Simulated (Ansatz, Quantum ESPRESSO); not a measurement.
# Mode couplings of ZnPt in the L10 ordering in a second program, part 2 of 2

Each step names its level of theory.

So far, highest frequency, solved or plainly interpolated (cm⁻¹): step 4 (second program, linear response: cold smearing of 0.2 eV) 225; step 6 (cutoff 408.171 eV) 224. The relaxed cell has a = 2.830, c = 3.487 Å (conventional setting).

The structure was built from a prototype and need not be the compound's stable phase.

## Step 7: Coupling and resistivity: cold smearing of 0.2 eV (continued)

Some points of the scattering mesh along the symmetry lines, up to three branches each (those of largest λ), at most 39 rows; the frequencies are those of the scattering step, which can differ from the solved and plainly interpolated ones; single rows converge slowly. Mode couplings:

| q1 | q2 | q3 | branch | ħω (meV) | λ_q | half width (meV) |
| --- | --- | --- | --- | --- | --- | --- |
| 0 | 0.5 | 0 | 2 | 12.19 | 0.0199 | 0.00178 |
| 0 | 0.5 | 0 | 4 | 19.9 | 0.0391 | 0.00931 |
| 0 | 0.5 | 0 | 6 | 26.65 | 0.0727 | 0.031 |
| 0.5 | 0.5 | 0 | 2 | 14.58 | 0.0503 | 0.00642 |
| 0.5 | 0.5 | 0 | 3 | 14.58 | 0.0503 | 0.00642 |
| 0.5 | 0.5 | 0 | 4 | 21.56 | 0.0213 | 0.00593 |
| 0 | 0 | 0.125 | 1 | 3.41 | 0.0457 | 3.18e-4 |
| 0 | 0 | 0.125 | 2 | 3.41 | 0.0457 | 3.18e-4 |
| 0 | 0 | 0.125 | 3 | 5.85 | 0.0287 | 5.89e-4 |
| 0 | 0.125 | 0.5 | 2 | 10.71 | 0.011 | 7.56e-4 |
| 0 | 0.125 | 0.5 | 3 | 12.47 | 0.0569 | 0.00531 |
| 0 | 0.125 | 0.5 | 6 | 27.83 | 0.0182 | 0.00849 |
| 0.125 | 0.5 | 0.5 | 2 | 13.07 | 0.0258 | 0.00265 |
| 0.125 | 0.5 | 0.5 | 3 | 13.2 | 0.0383 | 0.00401 |
| 0.125 | 0.5 | 0.5 | 4 | 17.82 | 0.0174 | 0.00331 |
| 0.375 | 0.375 | 0.5 | 1 | 10.9 | 0.0117 | 8.39e-4 |
| 0.375 | 0.375 | 0.5 | 3 | 18.58 | 0.0205 | 0.00425 |
| 0.375 | 0.375 | 0.5 | 4 | 22.61 | 0.0217 | 0.00665 |
| 0 | 0.5 | 0.125 | 2 | 11.49 | 0.0843 | 0.00669 |
| 0 | 0.5 | 0.125 | 4 | 18.07 | 0.0293 | 0.00574 |
| 0 | 0.5 | 0.125 | 6 | 26.62 | 0.0429 | 0.0182 |
| 0.5 | 0.5 | 0 | 2 | 14.58 | 0.0503 | 0.00642 |
| 0.5 | 0.5 | 0 | 3 | 14.58 | 0.0503 | 0.00642 |
| 0.5 | 0.5 | 0 | 4 | 21.56 | 0.0213 | 0.00593 |
| 0.5 | 0.5 | 0.5 | 2 | 19.54 | 0.0045 | 0.00103 |
| 0.5 | 0.5 | 0.5 | 4 | 23.44 | 0.00952 | 0.00314 |
| 0.5 | 0.5 | 0.5 | 5 | 23.44 | 0.00952 | 0.00314 |

Largest shares of lambda; single rows converge slowly. Strongest modes:

| q1 | q2 | q3 | star | branch | ħω (meV) | λ_q | half width (meV) |
| --- | --- | --- | --- | --- | --- | --- | --- |
| 0.125 | 0.375 | 0.375 | 16 | 1 | 7.84 | 0.08316 | 0.00307 |
| 0.125 | 0.25 | 0.375 | 16 | 1 | 8.247 | 0.07477 | 0.003054 |
| 0 | 0.375 | 0.375 | 8 | 1 | 7.148 | 0.143 | 0.004387 |
| 0.125 | 0.375 | 0.125 | 16 | 1 | 10.48 | 0.06168 | 0.004066 |
| 0.125 | 0.25 | 0.125 | 16 | 1 | 8.332 | 0.06046 | 0.002521 |
| 0.125 | -0.5 | 0.375 | 8 | 1 | 7.686 | 0.1056 | 0.003745 |
| 0 | -0.5 | 0.375 | 4 | 1 | 6.869 | 0.2084 | 0.005904 |
| 0.125 | 0.375 | 0.25 | 16 | 1 | 9.214 | 0.04893 | 0.002495 |

300 K. The cumulative share of the conductivity by mean free path:

| mean free path (nm) | along x | along z |
| --- | --- | --- |
| 19.9 | 0.0175 | 0.0538 |
| 22.4 | 0.0213 | 0.130 |
| 25.1 | 0.0451 | 0.204 |
| 28.2 | 0.0901 | 0.259 |
| 31.6 | 0.194 | 0.351 |
| 35.5 | 0.419 | 0.474 |
| 39.8 | 0.603 | 0.632 |
| 44.7 | 0.820 | 0.788 |

Resistivity by mesh:

| mesh | T (K) | mean rho (μΩ cm) |
| --- | --- | --- |
| 8x8x8 | 20 | 0.009394 |
| 8x8x8 | 300 | 3.859 |
| 8x8x8 | 800 | 10.74 |
| 4x4x4 | 20 | 0.01931 |
| 4x4x4 | 300 | 6.847 |
| 4x4x4 | 800 | 17.45 |

Harmonic. Thermo, by row:

| T (K) | F_vib (meV/atom) | S (J/mol-atom/K) | C_V (J/mol-atom/K) |
| --- | --- | --- | --- |
| 0 | 26.45 | 0 | 0 |
| 50 | 25.84 | 4.115 | 8.642 |
| 100 | 21.32 | 13.29 | 17.59 |
| 150 | 12.31 | 21.2 | 21.13 |
| 200 | -0.38 | 27.52 | 22.67 |
| 250 | -16.01 | 32.67 | 23.45 |
| 300 | -34.09 | 36.99 | 23.89 |
| 350 | -54.25 | 40.69 | 24.16 |
| 400 | -76.19 | 43.93 | 24.34 |
| 450 | -99.71 | 46.81 | 24.46 |
| 500 | -124.7 | 49.39 | 24.55 |
| 550 | -150.9 | 51.73 | 24.62 |
| 600 | -178.2 | 53.88 | 24.67 |
| 650 | -206.7 | 55.85 | 24.71 |
| 700 | -236.1 | 57.69 | 24.74 |
| 750 | -266.4 | 59.39 | 24.77 |
| 800 | -297.6 | 60.99 | 24.79 |
| 850 | -329.6 | 62.49 | 24.81 |
| 900 | -362.4 | 63.91 | 24.82 |
| 950 | -395.9 | 65.26 | 24.83 |
| 1000 | -430 | 66.53 | 24.84 |

Harmonic mean-square displacement, third of the trace. U eq, by row:

| T (K) | Pt1 U_eq (Å²) | Zn2 U_eq (Å²) |
| --- | --- | --- |
| 0 | 8.90e-4 | 0.00167 |
| 100 | 0.00174 | 0.00244 |
| 300 | 0.0047 | 0.00582 |
| 600 | 0.0093 | 0.01134 |

Some states were left unconverged by the eigensolver. By its own test the run is not converged in the mesh. λ = 0.142 and 3.86 μΩ cm at 300 K. The run's own test puts 95 % between its two finest meshes on the component of the resistivity at 300 K that moves most, so it is not converged. By the run's own test λ moves by 280 % between its two finest scattering meshes.

## Step 8: Results

```yaml
run: PBEsol, q 2×2×2, k 6×6×4, scattering 8×8×8 (cold smearing of 0.2 eV)
coupling_constant_lambda: 0.142
log_mean_phonon_energy_omega_log: 13.0 meV
states_at_the_fermi_level: 0.191 states/eV/spin/cell
resistivity_at_300_k: 4.50, 4.50, 2.57 μΩ cm (xx, yy, zz)
drude_plasma_energy: 5.86, 5.86, 8.49 eV (xx, yy, zz)
resistivity_times_mean_free_path: 16.3, 16.3, 8.28 × 10⁻¹⁶ Ω m² (xx, yy, zz)
change_between_its_two_finest_scattering_meshes: λ 280 %, resistivity at 300 K 95 %
time_of_that_run: 27 s
coupling_lambda_by_gaussian_sums_at_0p2_ev_quantum_espresso_gbrv_cutoff_707_ev_q_2x2x2_k_8x8x6: 0.264
coupling_lambda_by_gaussian_sums_at_0p2_ev_quantum_espresso_gbrv_cutoff_408_ev_q_2x2x2_k_8x8x6: 0.265
```

In words: On the last rung that gave a resistivity at the base settings (q 2×2×2, k 6×6×4, scattering 8×8×8), ZnPt in the L10 ordering has λ = 0.14 and a phonon-limited resistivity of 3.86 μΩ cm at 300 K. Under gradient-corrected functionals ph.x can misplace modes where the density is low; no frozen-phonon run checks these frequencies. In the last run that gave them, λ from the Gaussian sums still varies by a factor of 3.1 between widths of 0.1 and 0.4 eV; these sums hold few wavevectors and leave out the zone centre. The coupling is weak (λ = 0.14 in the run with cold smearing of 0.2 eV), so phonons raise the electrons' mass at the Fermi surface by about 14 %, if this value holds on finer meshes. By the run's own test λ moves by 280 % between the two scattering meshes. Values of ρ(T) under 50 K rest on the softest modes, mostly interpolated ones, and are the least sure of the table. The high-temperature form ρ = 2π k_B T λ_tr/(ħ ε₀ ω_p²) gives 4.85 μΩ cm along x at 300 K, against 4.50 from the Boltzmann equation; with λ this far from converged in the mesh, the gap between them says little. Conduction is anisotropic: the resistivity differs by a factor of 1.8 between the axes. The three lowest branches give 73 % of λ. By the run's own test, which takes the component that moves most, the resistivity at 300 K moves by 95 % between its two finest scattering meshes, so it is not converged. In the run quoted no mode is imaginary at the wavevectors of the 2×2×2 mesh; wavevectors off that mesh are interpolated. Only scattering by harmonic phonons counts; impurities, grain boundaries and thermal expansion are left out. Spin–orbit coupling, left out here, matters for Pt. The structure was built by hand as an ordered model, and its stability against other phases was not tested.

Source: calculation with Ansatz and Quantum ESPRESSO.

[Logs are printed without paths, hosts, clocks, repeated set-up lines and the standing remarks that a program may print on its own settings, such as how far it seeks lower states.]

[Hosts, paths, dates, database ids (printed as entryN), source tags and the programs' standing remarks are cut or masked in the printed files.]
